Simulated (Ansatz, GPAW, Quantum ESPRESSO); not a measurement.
# Photoemission of the MXene Zr3C2 with O ends, part 7 of 8

Wanted: the XPS lines and the band structure of the MXene Zr3C2 with O ends.

Ansatz 0.2.0, Quantum ESPRESSO 7.5 and GPAW 26.7.0; DFT, LDA, plane-wave PAW, default files, scalar-relativistic (the session's first sound run).

So far, work function, upper face (eV): step 2 (relaxation, LDA) 5.42; step 3 (layer-resolved bands, DOS and potential, LDA) 5.42; step 5 (Quantum ESPRESSO: planar potential) 5.42; step 8 (GPAW, plane waves, LDA, GPAW) 5.43.

## 9. GPAW with atomic orbitals

This step: DFT, LDA, PAW datasets of GPAW, numerical atomic orbitals (LCAO), scalar-relativistic (GPAW 26.7.0).

An atomic-orbital basis pays off in large cells; this run shows what it costs in accuracy.

The input, run.py:

```python
import json
import numpy as np
from ase import Atoms
from ase.parallel import paropen
from gpaw import GPAW, PW, FermiDirac, Mixer, MixerDif, setup_paths

atoms = Atoms(['O', 'Zr', 'C', 'Zr', 'C', 'Zr', 'O'],
              cell=[[3.264226, 0.0, -0.0], [-1.632113, 2.826902, 0.0], [-0.0, -0.0, 21.7]],
              scaled_positions=[[0.666667, 0.333333, 0.667496], [0.333333, 0.666667, 0.625991], [0.0, -0.0, 0.562021], [0.666667, 0.333333, 0.5], [0.333333, 0.666667, 0.437979], [0.0, -0.0, 0.374009], [0.666667, 0.333333, 0.332504]],
              pbc=(True, True, True))
params = dict(mode='lcao',
              xc='LDA',
              kpts={'size': (12, 12, 1), 'gamma': True},
              occupations=FermiDirac(0.05),
              nbands=-8,
              maxiter=200,
              txt='gs.txt',
              basis='dzp',
              h=0.2,
              mixer=Mixer(0.05, 8, 80))
atoms.calc = calc = GPAW(**params)
atoms.get_potential_energy()
ef = calc.get_fermi_level()
nk, ns = len(calc.get_ibz_k_points()), calc.get_number_of_spins()
out = dict(free=atoms.get_potential_energy(force_consistent=True), ef=ef, nel=calc.get_number_of_electrons(), cell=atoms.cell[:], frac=atoms.get_scaled_positions(wrap=False),
           eig=[[calc.get_eigenvalues(k, s) for k in range(nk)] for s in range(ns)], forces=atoms.get_forces(apply_constraint=False))
out['v'] = calc.get_electrostatic_potential().mean(axis=(0, 1))
out['site_potential'] = calc.get_atomic_electrostatic_potentials()
dos = calc.dos(shift_fermi_level=False)
e = ef + np.arange(-30, 12, 0.05)
out['e'], out['dos'] = e - ef, dos.raw_dos(e, width=0.15)
kpts = [[0.333333, 0.333333, 0.0], [0.316667, 0.316667, 0.0], [0.3, 0.3, 0.0], [0.283333, 0.283333, 0.0], ..., [0.35, 0.3, 0.0]]  # list cut here
bands = calc.fixed_density(kpts=kpts, symmetry='off', txt='bands.txt')
out['band_e'] = [[bands.get_eigenvalues(k, s) for k in range(len(kpts))] for s in range(ns)]
bands.write('bands.gpw', mode='all')
with paropen('out.json', 'w') as f:
    json.dump(out, f, default=lambda a: a.tolist())
```

Started as:

```bash
$ OMP_NUM_THREADS=1 mpirun -n 8 gpaw python run.py > run.log
```

Numbers of over 12 decimals in the logs are rounded to 6 here.

The program printed:

```text
__  _  _
 | _ |_)|_||  |
 |__||  | ||/\| - 26.7.0

units:  Angstrom and eV
cores:  8
OpenMP: True

Versions:

Paths:

Git-hashes:

OMP_NUM_THREADS: 1

Environment variables:
  GPAW_CPUPY:          False
  GPAW_DEBUG:          False
  GPAW_MPI_BACKEND:    cgpaw
  GPAW_MPI_OPTIONS:    None
  GPAW_NO_C_EXTENSION: False
  GPAW_NO_GPU_MPI:     False
  GPAW_TRACE:          False
  GPAW_USE_GPUS:       False

Input parameters:
  mode=LCAO(),
  basis={'default': 'dzp'},
  h=0.2,
  kpts=MonkhorstPack(size=(12, 12, 1), gamma=True),
  maxiter=200,
  mixer=Pulay(name='pulay', nmaxold=8, beta=0.05, weight=80, sigma=0.015, g_ss=None),
  nbands=-8,
  occupations=Occupations(name='fermi-dirac', width=0.05, fixmagmom=False),
  xc=XC(name='LDA')

            O
         Zr

       C
            Zr
         C

       Zr
            O

Atoms  # Å, Bohr magnetons
|   | symbol |         x |        y |         z |    initial magnetic moments |
|---|--------|-----------|----------|-----------|-----------------------------|
| 0 |      O |  1.632115 | 0.942300 | 14.484663 | ( 0.0000,  0.0000,  0.0000) |
| 1 |     Zr | -0.000002 | 1.884602 | 13.584005 | ( 0.0000,  0.0000,  0.0000) |
| 2 |      C |  0.000000 | 0.000000 | 12.195856 | ( 0.0000,  0.0000,  0.0000) |
| 3 |     Zr |  1.632115 | 0.942300 | 10.850000 | ( 0.0000,  0.0000,  0.0000) |
| 4 |      C | -0.000002 | 1.884602 |  9.504144 | ( 0.0000,  0.0000,  0.0000) |
| 5 |     Zr |  0.000000 | 0.000000 |  8.115995 | ( 0.0000,  0.0000,  0.0000) |
| 6 |      O |  1.632115 | 0.942300 |  7.215337 | ( 0.0000,  0.0000,  0.0000) |

Unit cell  # Å
| periodic |         x |         y |         z |   lengths |     angles |
|----------|-----------|-----------|-----------|-----------|------------|
|      yes |  3.264226 |  0.000000 | -0.000000 |  3.264226 |  90.000000 |
|      yes | -1.632113 |  2.826902 |  0.000000 |  3.264225 |  90.000000 |
|      yes | -0.000000 | -0.000000 | 21.700000 | 21.700000 | 120.000006 |

Number of symmetries: 1
Symmetry operations  # r_c * U_cc + t_c -> r_c
|   | kind |            matrix            |
|---|------|------------------------------|
| 0 |  E   |  1, 0, 0,  0, 1, 0,  0, 0, 1 |

BZ-sampling:
  Number of BZ points: 144
  Number of IBZ points: 74

  Monkhorst-Pack size: [12, 12, 1]
  Monkhorst-Pack shift: [0.041667, 0.041667, 0.0]

K-points  # in reciprocal-cell coordinates
|     |                                coordinates |     weight |
|-----|--------------------------------------------|------------|
|   0 | ( -0.00000000,  -0.00000000,   0.00000000) | 0.00694444 |
|   1 | ( -0.00000000,   0.08333333,   0.00000000) | 0.01388889 |
|   2 | ( -0.00000000,   0.16666667,   0.00000000) | 0.01388889 |
|   3 | ( -0.00000000,   0.25000000,   0.00000000) | 0.01388889 |
|   4 | ( -0.00000000,   0.33333333,   0.00000000) | 0.01388889 |
|   5 | ( -0.00000000,   0.41666667,   0.00000000) | 0.01388889 |
|   6 | ( -0.00000000,   0.50000000,   0.00000000) | 0.00694444 |
|   7 | (  0.08333333,  -0.41666667,   0.00000000) | 0.01388889 |
|   8 | (  0.08333333,  -0.33333333,   0.00000000) | 0.01388889 |
|   9 | (  0.08333333,  -0.25000000,   0.00000000) | 0.01388889 |
| ... |                                            |            |
|  73 | (  0.50000000,   0.50000000,   0.00000000) | 0.00694444 |

basis functions: 139
Spin-components: 1 (collinear spins)
Bands:           36
Projectors:      38
Spin-degeneracy: 2
Datatype:        <class 'complex'>

  Storage: CPU
  Wave functions: 5_924_736 bytes (740_592 per core)

Parallelization:
  kpt:    8
  domain: 1
  band:   1

Density:
  Valence electrons: 56.0
  Components: 1
  Grid points: [ 16  16 108]
  Charge: 0.0  # |e|

Potential:
  Grid points: [ 16  16 108]

species:
  O:
    name:    Oxygen
    Z:       8.0
    valence: 6
    core:    2
    charge:  0.0  # [|e|]
    file:    O.LDA.gz
    compensation charges:
      type: gauss
      rc: 0.21  # [Å]
      lmax: 2
    cutoffs:
      filter: 1.17  # [Å]
      core: 0.83  # [Å]
    projectors
    | kind |    occ | energy [eV] | rcut [Å] |
    |------|--------|-------------|----------|
    |   2s |  2.000 |     -23.752 |    0.688 |
    |   2p |  4.000 |      -9.195 |    0.598 |
    |    s |        |       3.459 |    0.688 |
    |    p |        |      18.016 |    0.598 |
    |    d |        |       0.000 |    0.619 |

    LCAO basis set for O:
      Name: dzp
      File: O.dzp.basis.gz
      Number of radial functions: 5
      Number of spherical harmonics: 13
        l=0, rc=4.3438 Bohr: 2s-sz confined orbital
        l=1, rc=5.3906 Bohr: 2p-sz confined orbital
        l=0, rc=2.2969 Bohr: 2s-dz split-valence wave
        l=1, rc=2.8906 Bohr: 2p-dz split-valence wave
        l=2, rc=5.3906 Bohr: d-type Gaussian polarization
      Number of RI-basis functions 0

  Zr:
    name:    Zirconium
    Z:       40.0
    valence: 12
    core:    28
    charge:  0.0  # [|e|]
    file:    Zr.LDA.gz
    compensation charges:
      type: gauss
      rc: 0.40  # [Å]
      lmax: 2
    cutoffs:
      filter: 2.39  # [Å]
      core: 1.59  # [Å]
    projectors
    | kind |    occ | energy [eV] | rcut [Å] |
    |------|--------|-------------|----------|
    |   4s |  2.000 |     -54.491 |    1.323 |
    |   5s |  2.000 |      -4.587 |    1.323 |
    |   4p |  6.000 |     -32.510 |    1.334 |
    |   5p |  0.000 |      -1.548 |    1.334 |
    |   4d |  2.000 |      -3.736 |    1.244 |
    |    d |        |      23.475 |    1.244 |

    LCAO basis set for Zr:
      Name: dzp
      File: Zr.dzp.basis.gz
      Number of radial functions: 11
      Number of spherical harmonics: 29
        l=0, rc=3.8594 Bohr: 4s-sz confined orbital
        l=0, rc=10.2031 Bohr: 5s-sz confined orbital
        l=1, rc=4.4531 Bohr: 4p-sz confined orbital
        l=1, rc=13.3594 Bohr: 5p-sz confined orbital
        l=2, rc=7.9062 Bohr: 4d-sz confined orbital
        l=0, rc=2.2969 Bohr: 4s-dz split-valence wave
        l=0, rc=6.2344 Bohr: 5s-dz split-valence wave
        l=1, rc=2.7344 Bohr: 4p-dz split-valence wave
        l=1, rc=8.3594 Bohr: 5p-dz split-valence wave
        l=2, rc=4.6250 Bohr: 4d-dz split-valence wave
        l=1, rc=10.2031 Bohr: p-type Gaussian polarization
      Number of RI-basis functions 0

  C:
    name:    Carbon
    Z:       6.0
    valence: 4
    core:    2
    charge:  0.0  # [|e|]
    file:    C.LDA.gz
    compensation charges:
      type: gauss
      rc: 0.20  # [Å]
      lmax: 2
    cutoffs:
      filter: 1.14  # [Å]
      core: 1.14  # [Å]
    projectors
    | kind |    occ | energy [eV] | rcut [Å] |
    |------|--------|-------------|----------|
[...]
|   8 | (  0.08333333,  -0.33333333,   0.00000000) | 0.01388889 |
|   9 | (  0.08333333,  -0.25000000,   0.00000000) | 0.01388889 |
| ... |                                            |            |
|  73 | (  0.50000000,   0.50000000,   0.00000000) | 0.00694444 |

basis functions: 139
Spin-components: 1 (collinear spins)
Bands:           36
Projectors:      38
Spin-degeneracy: 2
Datatype:        <class 'complex'>

  Storage: CPU
  Wave functions: 5_924_736 bytes (740_592 per core)

Parallelization:
  kpt:    8
  domain: 1
  band:   1

Density:
  Valence electrons: 56.0
  Components: 1
  Grid points: [ 16  16 108]
  Charge: 0.0  # |e|

Potential:
  Grid points: [ 16  16 108]

species:
  O:
    name:    Oxygen
    Z:       8.0
    valence: 6
    core:    2
    charge:  0.0  # [|e|]
    file:    O.LDA.gz
    compensation charges:
      type: gauss
      rc: 0.21  # [Å]
      lmax: 2
    cutoffs:
      filter: 1.17  # [Å]
      core: 0.83  # [Å]
    projectors
    | kind |    occ | energy [eV] | rcut [Å] |
    |------|--------|-------------|----------|
    |   2s |  2.000 |     -23.752 |    0.688 |
    |   2p |  4.000 |      -9.195 |    0.598 |
    |    s |        |       3.459 |    0.688 |
    |    p |        |      18.016 |    0.598 |
    |    d |        |       0.000 |    0.619 |

    LCAO basis set for O:
      Name: dzp
      File: O.dzp.basis.gz
      Number of radial functions: 5
      Number of spherical harmonics: 13
        l=0, rc=4.3438 Bohr: 2s-sz confined orbital
        l=1, rc=5.3906 Bohr: 2p-sz confined orbital
        l=0, rc=2.2969 Bohr: 2s-dz split-valence wave
        l=1, rc=2.8906 Bohr: 2p-dz split-valence wave
        l=2, rc=5.3906 Bohr: d-type Gaussian polarization
      Number of RI-basis functions 0

  Zr:
    name:    Zirconium
    Z:       40.0
    valence: 12
    core:    28
    charge:  0.0  # [|e|]
    file:    Zr.LDA.gz
    compensation charges:
      type: gauss
      rc: 0.40  # [Å]
      lmax: 2
    cutoffs:
      filter: 2.39  # [Å]
      core: 1.59  # [Å]
    projectors
    | kind |    occ | energy [eV] | rcut [Å] |
    |------|--------|-------------|----------|
    |   4s |  2.000 |     -54.491 |    1.323 |
    |   5s |  2.000 |      -4.587 |    1.323 |
    |   4p |  6.000 |     -32.510 |    1.334 |
    |   5p |  0.000 |      -1.548 |    1.334 |
    |   4d |  2.000 |      -3.736 |    1.244 |
    |    d |        |      23.475 |    1.244 |

    LCAO basis set for Zr:
      Name: dzp
      File: Zr.dzp.basis.gz
      Number of radial functions: 11
      Number of spherical harmonics: 29
        l=0, rc=3.8594 Bohr: 4s-sz confined orbital
        l=0, rc=10.2031 Bohr: 5s-sz confined orbital
        l=1, rc=4.4531 Bohr: 4p-sz confined orbital
        l=1, rc=13.3594 Bohr: 5p-sz confined orbital
        l=2, rc=7.9062 Bohr: 4d-sz confined orbital
        l=0, rc=2.2969 Bohr: 4s-dz split-valence wave
        l=0, rc=6.2344 Bohr: 5s-dz split-valence wave
        l=1, rc=2.7344 Bohr: 4p-dz split-valence wave
        l=1, rc=8.3594 Bohr: 5p-dz split-valence wave
        l=2, rc=4.6250 Bohr: 4d-dz split-valence wave
        l=1, rc=10.2031 Bohr: p-type Gaussian polarization
      Number of RI-basis functions 0

  C:
    name:    Carbon
    Z:       6.0
    valence: 4
    core:    2
    charge:  0.0  # [|e|]
    file:    C.LDA.gz
    compensation charges:
      type: gauss
      rc: 0.20  # [Å]
      lmax: 2
    cutoffs:
      filter: 1.14  # [Å]
      core: 1.14  # [Å]
    projectors
    | kind |    occ | energy [eV] | rcut [Å] |
    |------|--------|-------------|----------|
    |   2s |  2.000 |     -13.639 |    0.635 |
    |   2p |  2.000 |      -5.414 |    0.635 |
    |    s |        |      13.573 |    0.635 |
    |    p |        |      21.797 |    0.635 |
    |    d |        |       0.000 |    0.635 |

    LCAO basis set for C:
      Name: dzp
      File: C.dzp.basis.gz
      Number of radial functions: 5
      Number of spherical harmonics: 13
        l=0, rc=5.5469 Bohr: 2s-sz confined orbital
        l=1, rc=6.6719 Bohr: 2p-sz confined orbital
        l=0, rc=3.0312 Bohr: 2s-dz split-valence wave
        l=1, rc=3.7500 Bohr: 2p-dz split-valence wave
        l=2, rc=6.6719 Bohr: d-type Gaussian polarization
      Number of RI-basis functions 0

Reference energy: -299453.109299  # eV

eigensolver:
  <gpaw.new.lcao.eigensolver.LCAOEigensolver object at 0x40e66180b440>
density mixing:
  Pulay-Mixer
  Linear mixing parameters: 0.05
  Old densities: 8
  Fourier metric: weight=80, sigma=0.015

occupation numbers:
  Fermi-Dirac:
    width: 0.0500  # eV

FastPoissonSolver using
    Stencil: 8*3+1=25 point O(h^6) finite-difference Laplacian
    FFT axes: [np.int64(0), np.int64(1), np.int64(2)]
    FST axes: []

xc functional:
  name: None
interpolation: tri-quintic # 5. degree polynomial

Initialization done in: 2.560 s

convergence criteria:
- Maximum [total energy] change in last 3 cyles: 0.0005 eV / valence electron
- Maximum integral of absolute [dens]ity change: 0.0001 electrons / valence electron
- Maximum integral of absolute [eigenst]ate change: 4e-08 eV^2 / valence electron
maximum number of iterations: 200

SCF iterations
|iter     |     time |      energy | eigst |  dens |
|---------|----------|-------------|-------|-------|
|iter:   1|       0s |  -72.063675 |      c|       |
|iter:   2|      11s |  -70.533179 |      c| -0.91 |
|iter:   3|      23s |  -67.459873 |      c| -0.97 |
|iter:   4|      34s |  -67.506086 |      c| -1.44 |
|iter:   5|      46s |  -67.566534 |      c| -1.43 |
|iter:   6|      57s |  -67.267096 |      c| -1.49 |
|iter:   7|      68s |  -67.257976 |      c| -1.86 |
|iter:   8|      80s |  -67.257287c|      c| -2.30 |
|iter:   9|      91s |  -67.256968c|      c| -2.63 |
|iter:  10|     103s |  -67.255096c|      c| -2.70 |
|iter:  11|     114s |  -67.255108c|      c| -3.26 |
|iter:  12|     125s |  -67.254960c|      c| -3.20 |
|iter:  13|     137s |  -67.254955c|      c| -3.77 |
|iter:  14|     148s |  -67.254959c|      c| -4.01c|

Converged in 14 steps
SCF loop duration: 149.888 s (10.706 s/step)
Energy contributions relative to reference atoms: (reference = -299453.109299)

Energy contributions:
  Kinetic:          74.174579
  Coulomb:         -77.427989
  Zero:              0.764610
  External:          0.000000
  Xc:              -64.762822
  Entropy:          -0.006674
  Spinorbit:         0.000000
  ----------------------------
  Free energy:     -67.258296
  Extrapolated:    -67.254959

dipole moment: (-9.482417, -15.770736, -0.000034)  # |e|*Ang

Fermi level: 0.959
Eigenvalues  # (at kpt = [-0.000, -0.000, 0.000])
| band index |      eig [eV] | occ [0-2] |
|------------|---------------|-----------|
|          0 |       -47.773 |     2.000 |
|        ... |               |           |
|         18 |        -4.260 |     2.000 |
|         19 |        -4.229 |     2.000 |
|         20 |        -4.217 |     2.000 |
|         21 |        -3.927 |     2.000 |
|         22 |        -2.112 |     2.000 |
|         23 |        -0.912 |     2.000 |
|         24 |        -0.908 |     2.000 |
|         25 |         0.545 |     1.999 |
|         26 |         1.329 |     0.001 |
|         27 |         1.334 |     0.001 |
|         28 |         2.424 |     0.000 |
|         29 |         2.424 |     0.000 |
|         30 |         2.644 |     0.000 |
|         31 |         3.220 |     0.000 |
|         32 |         3.221 |     0.000 |
|         33 |         4.204 |     0.000 |
|        ... |               |           |
|         35 |         4.628 |     0.000 |

No gap
No difference between direct/indirect transitions

Forces  # eV/Ang
|        x |        y |        z |
|----------|----------|----------|
|  0.00180 | -0.00104 |  0.25222 |  # O    0
| -0.00559 |  0.00321 | -0.18476 |  # Zr   1
|  0.00033 | -0.00018 | -0.05110 |  # C    2
| -0.00003 |  0.00001 |  0.01036 |  # Zr   3
| -0.00007 |  0.00003 |  0.01752 |  # C    4
|  0.00564 | -0.00324 |  0.19516 |  # Zr   5
| -0.00970 |  0.00560 | -0.25042 |  # O    6

Force computation time: 60.580  # s
```

Elapsed: 3.6 min, on 8 MPI ranks of Arm Neoverse V2, shared host.

Numbers from this step:

```
free energy               : -67.2583 eV
Fermi energy              : 0.9590 eV
work function, upper face : 5.618 eV
work function, lower face : 5.618 eV
DOS at the Fermi level    : 0.766 states/eV/cell
```

A(k,E), total over k along the path and E. Zero: Fermi level.

Ten even steps from '0' (0.0 eV⁻¹) to '9' (7.1 eV⁻¹), each cell a mean:
```
333224543322222244221122224433
422211134430002411200000000134
444100000254445444211000122134
001343222225552000001122100210
000001222221222100000000002000
000000000000000022000000010000
000000000004441000122211200000
000000000363235410000011000000
000000013310001144334444420000
000001232100000110110000022100
224555532224443234421000002122
555542124320002222133333323655
763222441122122223322433444367
012222100000000000110011112210
233321000000000000025667765542
865676652100000014776555543358
566435669997778997410000001355
000122334467876433344321224300
000000000000000000000223220000
000000000000000000000000000000
000000000000000000000000000000
000000000000000000000000000000
```
Columns: k along the path (Å⁻¹) from 0 to 3.04; rows upwards: E (eV) from -7.7 to 3.49.

Peaks of A(k,E) at the labelled points: for each region the eleven nearest the zero at most, each over 6 % of that point's highest, less those above the energy where the solved bands run out; weight and spread sum the levels within three half widths or 0.3 eV, so near peaks share levels. Peaks of the spectral function, the first 40 of 93 rows:

| point | weight on | E (eV) | A (1/eV) | weight near the peak | rms spread of levels (eV) |
| --- | --- | --- | --- | --- | --- |
| K | total | -4.92 | 12.6 | 2 | 0 |
| K | total | -4.56 | 7.294 | 3 | 0.097 |
| K | total | -4.34 | 13.09 | 4 | 0.158 |
| K | total | -4.1 | 6.882 | 3 | 0.114 |
| K | total | -2.88 | 14.51 | 3 | 0.042 |
| K | total | -2.42 | 13.08 | 2 | 0 |
| K | total | -2.06 | 6.684 | 1 | 0 |
| K | total | 2.38 | 12.53 | 2 | 0 |
| K | total | 2.98 | 12.86 | 2 | 0 |
| K | total | 3.5 | 6.493 | 1 | 0 |
| K | top | -4.92 | 6.124 | 0.976 | 0 |
| K | top | -4.56 | 2.689 | 1.198 | 0.094 |
| K | top | -4.34 | 5.487 | 1.663 | 0.157 |
| K | top | -4.1 | 3.162 | 1.305 | 0.115 |
| K | top | -2.96 | 2.777 | 0.685 | 0.044 |
| K | top | -2.88 | 2.788 | 0.685 | 0.044 |
| K | top | -2.42 | 3.3 | 0.504 | 0 |
| K | top | -2.06 | 1.977 | 0.298 | 0 |
| K | top | 2.38 | 4.565 | 0.728 | 0 |
| K | top | 2.98 | 5.741 | 0.897 | 0 |
| K | top | 3.5 | 0.891 | 0.13 | 0 |
| K | middle | -4.56 | 1.912 | 0.604 | 0.103 |
| K | middle | -4.34 | 2.114 | 0.674 | 0.141 |
| K | middle | -4.12 | 0.564 | 0.391 | 0.092 |
| K | middle | -2.88 | 8.934 | 1.631 | 0.035 |
| K | middle | -2.42 | 6.48 | 0.992 | 0 |
| K | middle | -2.06 | 2.732 | 0.405 | 0 |
| K | middle | 2.38 | 3.401 | 0.544 | 0 |
| K | middle | 2.98 | 1.38 | 0.206 | 0 |
| K | middle | 3.5 | 4.71 | 0.739 | 0 |
| Γ | total | -5.2 | 21.7 | 4 | 0.022 |
| Γ | total | -4.88 | 6.922 | 2 | 0.145 |
| Γ | total | -3.08 | 6.211 | 1 | 0 |
| Γ | total | -1.86 | 12.36 | 2 | 0.002 |
| Γ | total | -0.42 | 6.364 | 1 | 0 |
| Γ | total | 0.38 | 12.49 | 2 | 0.003 |
| Γ | total | 1.46 | 13.02 | 3 | 0.104 |
| Γ | total | 1.68 | 7.089 | 3 | 0.104 |
| Γ | total | 2.26 | 12.87 | 2 | 0 |
| Γ | total | 3.24 | 6.538 | 1 | 0 |

The planar mean, electrostatic potential oscillates, so the rows of the table below give means over windows of 0.9 Å about each position, cut where the curve ends. Its maxima inside the range that stand out by 2 % of the span (Å: eV): 9.04: -4.82, 9.95: -5.12, 11.75: -5.12, 12.66: -4.82. Its minima: 8.14: -21.8, 9.54: -9.34, 10.85: -21.0, 12.16: -9.34, 13.56: -21.8.

From the Fermi level. Table of planar mean, electrostatic potential by z; means over each step:

| z (Å) | planar mean, electrostatic potential (eV) |
| --- | --- |
| 0.45 | 5.62 |
| 1.35 | 5.62 |
| 2.25 | 5.62 |
| 3.15 | 5.62 |
| 4.05 | 5.62 |
| 4.95 | 5.60 |
| 5.85 | 5.30 |
| 6.75 | -1.38 |
| 7.65 | -16.1 |
| 8.55 | -13.2 |
| 9.45 | -7.08 |
| 10.35 | -11.7 |
| 11.25 | -13.4 |
| 12.15 | -7.11 |
| 13.05 | -11.4 |
| 13.95 | -17.1 |
| 14.85 | -3.25 |
| 15.75 | 5.17 |
| 16.65 | 5.59 |
| 17.55 | 5.62 |
| 18.45 | 5.62 |
| 19.35 | 5.62 |
| 20.25 | 5.62 |
| 21.15 | 5.62 |

[end of part 7 of 8]

[Logs are printed without paths, hosts, clocks, repeated set-up lines and the standing remarks that a program may print on its own settings, such as how far it seeks lower states.]

[Hosts, paths, dates, database ids (printed as entryN), source tags and the programs' standing remarks are cut or masked in the printed files.]

[Maps of the electrostatic potential energy from Ansatz leave out the sawtooth potential of an applied field or a dipole correction, so their vacuum need not be flat; work functions include it.]
